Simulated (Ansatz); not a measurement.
**How CaO (Lime, Fm-3m) expands on warming**

Aim: the lattice, expansion, heat capacity and bulk modulus of CaO (Lime) as it warms.

Measurements to reproduce:
- heat capacity C_P per formula unit 42.2 J/mol/K and bulk modulus 113 GPa near room temperature (given in “High-Throughput Prediction of Finite-Temperature Properties using the Quasi-Harmonic Approximation”, 2016, arXiv:1603.06924)

Calculated with Ansatz 0.2.0; DFT LDA, scalar-relativistic, plane waves, PAW.

This is a report of a sequence of runs, with most program output left out.

## 1. The structure

The structure is cubic, space group Fm-3m (No. 225). The conventional cell has a = 4.813 Å, b = 4.813 Å, c = 4.813 Å, α = 90.00°, β = 90.00°, γ = 90.00°. Nearest to Ca lie 6 O at 2.41 Å. O has 6 Ca at 2.41 Å nearest. Farther neighbours and most contacts between anions are not listed.

Structure file:

```cif
data_structure
_symmetry_space_group_name_H-M 'P 1'
_symmetry_Int_Tables_number 1
_cell_length_a 3.4033
_cell_length_b 3.4033
_cell_length_c 3.4033
_cell_angle_alpha 60.000
_cell_angle_beta 60.000
_cell_angle_gamma 60.000
_cell_volume 27.87
loop_
_atom_site_label
_atom_site_type_symbol
_atom_site_fract_x
_atom_site_fract_y
_atom_site_fract_z
_atom_site_occupancy
Ca1 Ca 0.00000 0.00000 0.00000 1
O2 O 0.50000 0.50000 0.50000 1
```

## 2. A first coarse run

A cheap single point shows whether the cell is a metal or an insulator and how far it is from rest; that sets the k-mesh and the occupations of what follows.

Contents of input.yaml:

```yaml
crystal:
  lattice:
    - [0.0, 2.4065, 2.4065]
    - [2.4065, 0.0, 2.4065]
    - [2.4065, 2.4065, 0.0]
  atoms:
    - { symbol: Ca, position: [0.0, 0.0, 0.0] }
    - { symbol: O, position: [0.5, 0.5, 0.5] }
kpoints:
  mp_grid: { grid: [6, 6, 6] }
hamiltonian:
  xc: lda
scf:
  occupations: { method: gaussian, width: 0.1 }
output:
  forces: true
  stress: true
  eigenvalues: true
```

Started as:

```sh
$ ansatz run input.yaml --threads 8 --pin off --max-ram 16384MiB --backend cpu --events-out ev --progress --plain --runs-dir out
```

The job ended after 0.23 s (8 threads of AMD EPYC 7R43, shared host; peak memory 0.31 GiB).

A gap read on the k-mesh alone can miss the band edges.

Numbers from this step:

- pressure: -7.386 GPa
- gap on the k-mesh: 3.488 eV
- volume per atom: 13.94 Å³/atom

The start is under -7.4 GPa at this level and looks like an insulator or semiconductor on this mesh.

## 3. Relaxation

The vibrations must be taken about the equilibrium of this functional, not about the starting cell, so the structure is relaxed.

input.yaml, the sections that differ from step 2:

```yaml
kpoints:
  mp_grid: { grid: [8, 8, 8] }
scf:
  occupations: { method: gaussian, width: 0.02 }
output:
  forces: true
  stress: true
  eigenvalues: true
  write_density: true
  write_potential: true
  elf: true
  volumetric_format: npy
relax:
  adjacent_minimum: "off"
  f_tol: 0.005
  max_steps: 80
  cell: { stress_tol: 0.05 }
# crystal, hamiltonian: as in step 2
```

Wall time 1.2 s (8 threads); peak memory 0.35 GiB.

The steps of the relaxation:

| step | energy less that of the first step (eV) | largest force component (eV/Å) | pressure (GPa) | volume (Å³) |
| --- | --- | --- | --- | --- |
| 1 | 0.0000 | 0.0000 | -7.38 | 27.87 |
| 2 | -0.0471 | 0.0000 | 2.25 | 25.72 |
| 3 | -0.0482 | 0.0000 | -0.22 | 26.19 |
| 4 | -0.0484 | 0.0000 | -0.01 | 26.15 |
| 5* | -0.0435 | 0.0000 | -0.32 | 26.15 |
| 6 | -0.0438 | 0.0000 | 0.00 | 26.09 |
| 7* | -0.0437 | 0.0000 | -0.01 | 26.09 |

Relaxation steps marked * repeat the geometry before them on a plane-wave basis chosen anew for their cell, so energy and pressure can jump there.

The run keeps the 48 symmetry operations that it works with, so distortions that break them were not tested.

| conventional cell, symmetrised | before | after | change |
| --- | --- | --- | --- |
| a (Å) | 4.813 | 4.708 | -2.2 % |
| b (Å) | 4.813 | 4.708 | -2.2 % |
| c (Å) | 4.813 | 4.708 | -2.2 % |
| volume (Å³/atom) | 13.94 | 13.04 | -6.4 % |

The relaxed structure:

```xyz
2
Lattice="0.0000 2.3540 2.3540 2.3540 0.0000 2.3540 2.3540 2.3540 0.0000" Properties=species:S:1:pos:R:3 pbc="T T T"
Ca    0.0000    0.0000    0.0000
O     2.3540    2.3540    2.3540
```

This step gave:

```
pressure          : -0.007147 GPa
gap on the k-mesh : 3.451 eV
volume per atom   : 13.04 Å³/atom
```

ELF in the ac plane of the conventional cell at fractional y = 0.000, with atoms of Ca and O within 0.2 Å of it. It is the smooth field of the valence electrons, not physical close to the nuclei.

Ten even steps from '_' (0.05) to '@' (0.85), each cell a mean:
```
@@@@##..++@@##**@@%%::--@@@@
@@%%--__==%%@@@@%%**....**%%
--::____..--====--::____..::
==--::____..::--::____..--==
@@%%**....**%%@@##--__==%%@@
**@@%%::--@@@@@@@@##..++@@%%
==%%%%::==@@@@@@@@%%..++@@**
%%@@##..::%%@@@@@@++__++@@@@
####==____--****++..__--**##
::..______....::..______....
**==..__::**####**==..__--**
@@@@++__==@@@@%%@@##..::%%@@
@@@@##..++@@**==%%%%::==@@@@
```
Columns run along a (4.7 Å), rows up along c (4.7 Å), edges of the conventional cell, whose origin can differ from the input's. Atoms in or near the plane, at fractional coordinates: Ca at (0.00, 0.00), Ca at (0.50, 0.50), O at (0.50, 0.00), O at (0.00, 0.50).

Electrostatic potential energy in the ac plane of the conventional cell at fractional y = 0.000, with atoms of Ca and O within 0.2 Å of it. With pseudopotentials it is smooth inside the atoms' cores, unlike the true potential.

Values in eV, 13 rows by 14 columns, each cell a mean:
```
-53 -39 -11   6  11  -6 -31 -37 -21   8   9   0 -24 -49
-26 -15   0   9  12  10  -3  -8   4  12  11   5  -7 -22
  1   4   8  10  11  11  10  10  11  11  11   9   6   2
 10  11  11  11   9   6   3   1   4   8  10  11  11  10
 -7   4  12  11   6  -6 -21 -25 -14   1   9  12  10  -2
-36 -20   8   9   0 -24 -48 -52 -38 -10   6  11  -5 -30
-46 -26   5   9  -2 -29 -54 -55 -45 -14   6  10 -11 -37
-24  -9  10  10   3 -16 -37 -43 -28  -5   7  11   3 -19
  6  10  12  11   8   1  -8 -10  -4   5  10  12  12   8
  7   9  10  11  11   9   8   7   8  10  11  11   9   8
-10  -3   5  10  12  12   8   7  11  12  11   8   1  -7
-42 -27  -5   7  11   4 -18 -23  -8  11  10   3 -16 -36
-55 -45 -14   6  10 -11 -37 -46 -26   5   9  -2 -29 -54
```
Columns run along a (4.7 Å; values clipped at the 3rd and 97th percentile), rows up along c (4.7 Å), edges of the conventional cell, whose origin can differ from the input's. Atoms in or near the plane, at fractional coordinates: Ca at (0.00, 0.00), Ca at (0.50, 0.50), O at (0.50, 0.00), O at (0.00, 0.50).

Valence density in the ac plane of the conventional cell at fractional y = 0.000, with atoms of Ca and O within 0.2 Å of it. It is the smooth field of the valence electrons, not physical close to the nuclei.

Ten even steps from '0' (0.1 e/Å³) to '9' (7.0 e/Å³), each cell a mean:
```
85100268410037
32000022100012
00000000000000
00000000000000
21000123100001
74100378510026
95100389610028
52000255310014
10000011000000
00000000000000
10000001000001
53000134200024
96100289510038
```
Columns run along a (4.7 Å), rows up along c (4.7 Å), edges of the conventional cell, whose origin can differ from the input's. Atoms in or near the plane, at fractional coordinates: Ca at (0.00, 0.00), Ca at (0.50, 0.50), O at (0.50, 0.00), O at (0.00, 0.50).

The relaxation ends with a pressure of -0.01 GPa.

## 4. Relaxing to small residual forces and stress

The thresholds are tightened for a last relaxation ahead of the phonons, and where mesh or smearing change with them the cell follows.

Contents of input.yaml:

```yaml
crystal:
  lattice:
    - [0.0, 2.3539509319, 2.3539509319]
    - [2.3539509319, 0.0, 2.3539509319]
    - [2.3539509319, 2.3539509319, 0.0]
  atoms:
    - { symbol: Ca, position: [0.0, 0.0, 0.0] }
    - { symbol: O, position: [0.5, 0.5, 0.5] }
kpoints:
  mp_grid: { grid: [8, 8, 8] }
hamiltonian:
  xc: lda
scf:
  occupations: { method: fixed }
output:
  forces: true
  stress: true
  eigenvalues: true
relax:
  adjacent_minimum: "off"
  f_tol: 0.001
  max_steps: 60
  cell: { stress_tol: 0.01 }
```

Run time: 0.42 s. Hardware: 8 threads; peak memory 0.31 GiB; 1.6 s of CPU time.

Little changed from the start: no atom moved by 0.005 Å and no cell edge by 0.1 %.

Numbers from this step:

```
pressure : -0.007131 GPa
```

The residual pressure is -0.0071 GPa, small enough for phonons.

## 5. A new level, relaxed again

The functional, the potentials or the cutoff change, so the crystal is relaxed again at the new setting.

Changes to input.yaml since step 4:

```diff
@@ -18,2 +18,8 @@
   eigenvalues: true
+  write_density: true
+  write_potential: true
+  elf: true
+  volumetric_format: npy
+basis:
+  ecutwfc: 550.0
 relax:
```

Wall time 0.48 s (8 threads); peak memory 0.36 GiB.

Little changed from the start: no atom moved by 0.005 Å and no cell edge by 0.1 %.

Numbers from this step:

* pressure: -0.002987 GPa
* gap on the k-mesh: 3.449 eV

Valence density in the ac plane of the conventional cell at fractional y = 0.000, with atoms of Ca and O within 0.2 Å of it. It is the smooth field of the valence electrons, not physical close to the nuclei.

Ten even steps from '0' (0.1 e/Å³) to '9' (7.0 e/Å³), each cell a mean:
```
85100268410037
31000022100012
00000000000000
00000000000000
21000123100001
74100378510026
95100389610028
52000255310014
10000011000000
00000000000000
10000001000001
53000134200024
96100289510038
```
Columns run along a (4.7 Å), rows up along c (4.7 Å), edges of the conventional cell, whose origin can differ from the input's. Atoms in or near the plane, at fractional coordinates: Ca at (0.00, 0.00), Ca at (0.50, 0.50), O at (0.50, 0.00), O at (0.00, 0.50).

ELF in the ac plane of the conventional cell at fractional y = 0.000, with atoms of Ca and O within 0.2 Å of it. It is the smooth field of the valence electrons, not physical close to the nuclei.

Values, 13 rows by 14 columns, each cell a mean:
```
0.82 0.85 0.64 0.15 0.49 0.80 0.68 0.60 0.79 0.72 0.23 0.35 0.80 0.83
0.79 0.71 0.35 0.09 0.39 0.71 0.78 0.78 0.76 0.59 0.17 0.17 0.57 0.77
0.32 0.22 0.08 0.05 0.17 0.33 0.39 0.40 0.36 0.25 0.08 0.05 0.16 0.28
0.39 0.35 0.25 0.09 0.05 0.14 0.26 0.30 0.22 0.09 0.05 0.15 0.30 0.37
0.78 0.75 0.59 0.18 0.14 0.55 0.76 0.78 0.68 0.35 0.09 0.38 0.71 0.78
0.60 0.78 0.71 0.23 0.33 0.81 0.84 0.82 0.84 0.63 0.15 0.49 0.80 0.71
0.44 0.75 0.73 0.24 0.40 0.83 0.81 0.78 0.84 0.69 0.17 0.51 0.80 0.58
0.75 0.81 0.68 0.20 0.27 0.73 0.84 0.84 0.82 0.52 0.12 0.45 0.78 0.77
0.66 0.61 0.44 0.13 0.09 0.34 0.55 0.60 0.46 0.18 0.06 0.29 0.56 0.65
0.22 0.18 0.11 0.05 0.07 0.14 0.20 0.21 0.17 0.11 0.06 0.08 0.15 0.20
0.58 0.45 0.18 0.06 0.27 0.54 0.63 0.64 0.60 0.44 0.14 0.07 0.31 0.53
0.84 0.81 0.51 0.12 0.44 0.78 0.79 0.75 0.80 0.67 0.21 0.25 0.73 0.84
0.78 0.84 0.69 0.18 0.50 0.80 0.60 0.44 0.74 0.73 0.24 0.39 0.83 0.82
```
Columns run along a (4.7 Å), rows up along c (4.7 Å), edges of the conventional cell, whose origin can differ from the input's. Atoms in or near the plane, at fractional coordinates: Ca at (0.00, 0.00), Ca at (0.50, 0.50), O at (0.50, 0.00), O at (0.00, 0.50).

Electrostatic potential energy in the ac plane of the conventional cell at fractional y = 0.000, with atoms of Ca and O within 0.2 Å of it. With pseudopotentials it is smooth inside the atoms' cores, unlike the true potential.

Ten even steps from '_' (-55 eV) to '@' (12 eV), each cell a mean:
```
__::**@@@@##--::++@@@@%%==__
==++%%@@@@@@####%%@@@@@@##==
%%%%@@@@@@@@@@@@@@@@@@@@@@%%
@@@@@@@@@@@@%%%%%%@@@@@@@@@@
##%%@@@@@@##++==**%%@@@@@@##
::++@@@@%%==____::**@@@@##--
..==%%@@##--____..**@@@@**::
==**@@@@%%++::..==##@@@@%%++
@@@@@@@@@@%%##**##%%@@@@@@@@
@@@@@@@@@@@@@@@@@@@@@@@@@@@@
**##%%@@@@@@@@@@@@@@@@@@%%##
..==##@@@@%%++==##@@@@%%++::
__..**@@@@**::..==%%@@##--__
```
Columns run along a (4.7 Å; values clipped at the 3rd and 97th percentile), rows up along c (4.7 Å), edges of the conventional cell, whose origin can differ from the input's. Atoms in or near the plane, at fractional coordinates: Ca at (0.00, 0.00), Ca at (0.50, 0.50), O at (0.50, 0.00), O at (0.00, 0.50).

The residual pressure is -0.0030 GPa, small enough for phonons.

## 6. Phonons on strained cells, cutoff 550 eV, k-mesh 8×8×8

The study relaxes the crystal at several strains, solves the phonons on some of them and minimises the free energy at each temperature (static energy, vibrations, the electrons in a metal, and PV under a set pressure); the q-mesh sets how far the force constants reach.

input.yaml, the sections that differ from step 5:

```yaml
output:
  eigenvalues: true
phonons:
  method: dfpt
  qmesh: [4, 4, 4]
  temperatures: { t_max: 1200.0, t_step: 50 }
  thermal_expansion: {}
# crystal, kpoints, hamiltonian, scf, basis: as in step 5
# relax: removed
```

Elapsed: 2 min, on 8 threads; peak memory 0.91 GiB.

This step gave:

```
pressure                                         : -0.002975 GPa
volume expansion coefficient at 298 K            : 34.95 1e-6/K
C_P at 298 K                                     : 21.28 J/mol-atom/K
entropy at 298 K                                 : 19.78 J/mol-atom/K
isothermal bulk modulus at 298 K                 : 120.2 GPa
Grüneisen parameter at 298 K                     : 1.599
volume at 298 K                                  : 13.22 Å³/atom
principal linear expansion coefficients at 298 K : 11.65, 11.65, 11.65 1e-6/K
```

Strained cells of the study; zero-point energy where phonons were solved; the pressures are stresses at a fixed cutoff and can carry an offset from the finite basis. Expansion cells, by row:

| cell | \|a\| (Å) | \|b\| (Å) | \|c\| (Å) | V (Å³/atom) | E - E_lowest (meV/atom) | pressure, compression positive (GPa) | gap (eV) | zero-point energy (meV/atom) |
| --- | --- | --- | --- | --- | --- | --- | --- | --- |
| 1 | 3.329 | 3.329 | 3.329 | 13.04 | 0 | -0.008 | 3.449 | - |
| 2 | 3.356 | 3.356 | 3.356 | 13.36 | 2.945 | -2.93 | 3.466 | - |
| 3 | 3.303 | 3.303 | 3.303 | 12.74 | 3.047 | 3.237 | 3.43 | - |
| 4 | 3.329 | 3.329 | 3.329 | 13.05 | 0 | -0.034 | 3.449 | 55.91 |
| 5 | 3.346 | 3.346 | 3.346 | 13.24 | 1.195 | -1.898 | 3.46 | 54.63 |
| 6 | 3.368 | 3.368 | 3.368 | 13.51 | 6.222 | -4.172 | 3.472 | 52.95 |
| 7 | 3.387 | 3.387 | 3.387 | 13.74 | 13.75 | -6.009 | 3.481 | 51.47 |
| 8 | 3.407 | 3.407 | 3.407 | 13.98 | 24.06 | -7.702 | 3.489 | 49.99 |
| 9 | 3.296 | 3.296 | 3.296 | 12.66 | 4.735 | 4.078 | 3.425 | - |
| 10 | 3.313 | 3.313 | 3.313 | 12.85 | 1.151 | 1.955 | 3.438 | - |
| 11 | 3.434 | 3.434 | 3.434 | 14.32 | 42.59 | -9.815 | 3.497 | - |

Quasi-harmonic; a, b, c are the run's own cell vectors. Expansion, by row:

| T (K) | a (Å) | b (Å) | c (Å) | alpha (deg) | beta (deg) | gamma (deg) | cell volume (Å³/cell) | alpha_a (1e-6/K) | alpha_b (1e-6/K) | alpha_c (1e-6/K) | alpha_V (1e-6/K) | C_P (J/mol-atom/K) | C_V (J/mol-atom/K) | S (J/mol-atom/K) | B_T (GPa) | B_S (GPa) | Grueneisen | extrapolation | fit error (1e-6/K) |
| --- | --- | --- | --- | --- | --- | --- | --- | --- | --- | --- | --- | --- | --- | --- | --- | --- | --- | --- | --- |
| 0 | 3.338 | 3.338 | 3.338 | 60 | 60 | 60 | 26.3 | 0 | 0 | 0 | 0 | 0 | 0 | 0 | 125.4 | 125.4 | - | 0 | 0 |
| 50 | 3.338 | 3.338 | 3.338 | 60 | 60 | 60 | 26.3 | 0.66 | 0.66 | 0.66 | 1.99 | 1.407 | 1.407 | 0.403 | 125.4 | 125.4 | 1.406 | 0 | 0 |
| 100 | 3.339 | 3.339 | 3.339 | 60 | 60 | 60 | 26.31 | 4.07 | 4.07 | 4.07 | 12.2 | 7.776 | 7.761 | 3.201 | 124.9 | 125.2 | 1.556 | 0 | 0 |
| 150 | 3.339 | 3.339 | 3.339 | 60 | 60 | 60 | 26.33 | 7.28 | 7.28 | 7.28 | 21.85 | 13.61 | 13.54 | 7.529 | 124 | 124.6 | 1.586 | 0 | 0.01 |
| 200 | 3.341 | 3.341 | 3.341 | 60 | 60 | 60 | 26.37 | 9.39 | 9.39 | 9.39 | 28.16 | 17.4 | 17.24 | 12.01 | 122.8 | 123.9 | 1.592 | 0 | 0.01 |
| 250 | 3.343 | 3.343 | 3.343 | 60 | 60 | 60 | 26.41 | 10.75 | 10.75 | 10.75 | 32.24 | 19.78 | 19.53 | 16.16 | 121.5 | 123.1 | 1.595 | 0 | 0.01 |
| 298.1 | 3.344 | 3.344 | 3.344 | 60 | 60 | 60 | 26.45 | 11.65 | 11.65 | 11.65 | 34.95 | 21.28 | 20.93 | 19.78 | 120.2 | 122.2 | 1.598 | 0 | 0.01 |
| 300 | 3.344 | 3.344 | 3.344 | 60 | 60 | 60 | 26.45 | 11.68 | 11.68 | 11.68 | 35.04 | 21.33 | 20.98 | 19.91 | 120.2 | 122.2 | 1.599 | 0 | 0.01 |
| 350 | 3.346 | 3.346 | 3.346 | 60 | 60 | 60 | 26.5 | 12.37 | 12.37 | 12.37 | 37.1 | 22.39 | 21.94 | 23.29 | 118.8 | 121.2 | 1.603 | 0 | 0.01 |
| 400 | 3.349 | 3.349 | 3.349 | 60 | 60 | 60 | 26.55 | 12.91 | 12.91 | 12.91 | 38.73 | 23.16 | 22.6 | 26.33 | 117.3 | 120.3 | 1.608 | 0 | 0.01 |
| 450 | 3.351 | 3.351 | 3.351 | 60 | 60 | 60 | 26.6 | 13.37 | 13.37 | 13.37 | 40.11 | 23.74 | 23.07 | 29.09 | 115.9 | 119.2 | 1.614 | 0 | 0.01 |
| 500 | 3.353 | 3.353 | 3.353 | 60 | 60 | 60 | 26.66 | 13.77 | 13.77 | 13.77 | 41.32 | 24.2 | 23.41 | 31.62 | 114.4 | 118.2 | 1.62 | 0 | 0.01 |
| 550 | 3.355 | 3.355 | 3.355 | 60 | 60 | 60 | 26.71 | 14.15 | 14.15 | 14.15 | 42.44 | 24.58 | 23.68 | 33.94 | 112.8 | 117.1 | 1.627 | 0 | 0.01 |
| 600 | 3.358 | 3.358 | 3.358 | 60 | 60 | 60 | 26.77 | 14.5 | 14.5 | 14.5 | 43.5 | 24.9 | 23.88 | 36.1 | 111.3 | 116 | 1.634 | 0 | 0.02 |
| 650 | 3.36 | 3.36 | 3.36 | 60 | 60 | 60 | 26.83 | 14.84 | 14.84 | 14.84 | 44.53 | 25.18 | 24.04 | 38.1 | 109.7 | 114.9 | 1.642 | 0 | 0.02 |
| 700 | 3.363 | 3.363 | 3.363 | 60 | 60 | 60 | 26.89 | 15.18 | 15.18 | 15.18 | 45.55 | 25.43 | 24.16 | 39.98 | 108.1 | 113.8 | 1.65 | 0 | 0.03 |
| 750 | 3.365 | 3.365 | 3.365 | 60 | 60 | 60 | 26.95 | 15.53 | 15.53 | 15.53 | 46.58 | 25.67 | 24.27 | 41.74 | 106.5 | 112.6 | 1.659 | 0 | 0.03 |
| 800 | 3.368 | 3.368 | 3.368 | 60 | 60 | 60 | 27.02 | 15.88 | 15.88 | 15.88 | 47.63 | 25.9 | 24.35 | 43.4 | 104.8 | 111.5 | 1.668 | 0 | 0.03 |
| 850 | 3.371 | 3.371 | 3.371 | 60 | 60 | 60 | 27.08 | 16.24 | 16.24 | 16.24 | 48.71 | 26.12 | 24.42 | 44.98 | 103.1 | 110.3 | 1.677 | 0 | 0.04 |
| 900 | 3.373 | 3.373 | 3.373 | 60 | 60 | 60 | 27.15 | 16.61 | 16.61 | 16.61 | 49.83 | 26.33 | 24.48 | 46.48 | 101.4 | 109 | 1.687 | 0 | 0.04 |
| 950 | 3.376 | 3.376 | 3.376 | 60 | 60 | 60 | 27.22 | 17 | 17 | 17 | 50.99 | 26.55 | 24.53 | 47.91 | 99.62 | 107.8 | 1.697 | 0 | 0.04 |
| 1000 | 3.379 | 3.379 | 3.379 | 60 | 60 | 60 | 27.29 | 17.4 | 17.4 | 17.4 | 52.21 | 26.76 | 24.57 | 49.27 | 97.82 | 106.5 | 1.708 | 0 | 0.03 |
| 1050 | 3.382 | 3.382 | 3.382 | 60 | 60 | 60 | 27.36 | 17.83 | 17.83 | 17.83 | 53.48 | 26.98 | 24.61 | 50.59 | 95.99 | 105.3 | 1.719 | 0 | 0.03 |
| 1100 | 3.385 | 3.385 | 3.385 | 60 | 60 | 60 | 27.43 | 18.28 | 18.28 | 18.28 | 54.83 | 27.21 | 24.64 | 51.85 | 94.12 | 104 | 1.73 | 0 | 0.02 |
| 1150 | 3.388 | 3.388 | 3.388 | 60 | 60 | 60 | 27.51 | 18.75 | 18.75 | 18.75 | 56.26 | 27.45 | 24.67 | 53.06 | 92.22 | 102.6 | 1.742 | 0 | 0.04 |
| 1200 | 3.392 | 3.392 | 3.392 | 60 | 60 | 60 | 27.59 | 19.26 | 19.26 | 19.26 | 57.78 | 27.7 | 24.69 | 54.23 | 90.28 | 101.3 | 1.755 | 0 | 0.07 |

Expansion coefficient against temperature; values in 1e-6/K:

| temperature (K) | volume | principal 1 |
| --- | --- | --- |
| 0 | 0 | 0 |
| 50 | 1.99 | 0.66 |
| 100 | 12.2 | 4.07 |
| 150 | 21.9 | 7.28 |
| 200 | 28.2 | 9.39 |
| 250 | 32.2 | 10.8 |
| 298 | 35.0 | 11.7 |
| 300 | 35.0 | 11.7 |
| 350 | 37.1 | 12.4 |
| 400 | 38.7 | 12.9 |
| 450 | 40.1 | 13.4 |
| 500 | 41.3 | 13.8 |
| 550 | 42.4 | 14.2 |
| 600 | 43.5 | 14.5 |
| 650 | 44.5 | 14.8 |
| 700 | 45.5 | 15.2 |
| 750 | 46.6 | 15.5 |
| 800 | 47.6 | 15.9 |
| 850 | 48.7 | 16.2 |
| 900 | 49.8 | 16.6 |
| 950 | 51.0 | 17 |
| 1000 | 52.2 | 17.4 |
| 1050 | 53.5 | 17.8 |
| 1100 | 54.8 | 18.3 |
| 1150 | 56.3 | 18.8 |
| 1200 | 57.8 | 19.3 |

At 298 K the volume expansion is 34.9 × 10⁻⁶/K and B_T is 120 GPa.

(Part 1 of 2 ends here.)

[Logs are printed without paths, hosts, clocks, repeated set-up lines and the standing remarks that a program may print on its own settings, such as how far it seeks lower states.]

[Hosts, paths, dates, database ids (printed as entryN), source tags and the programs' standing remarks are cut or masked in the printed files.]

[A step with changed settings may run another functional than the one named; its input shows which.]
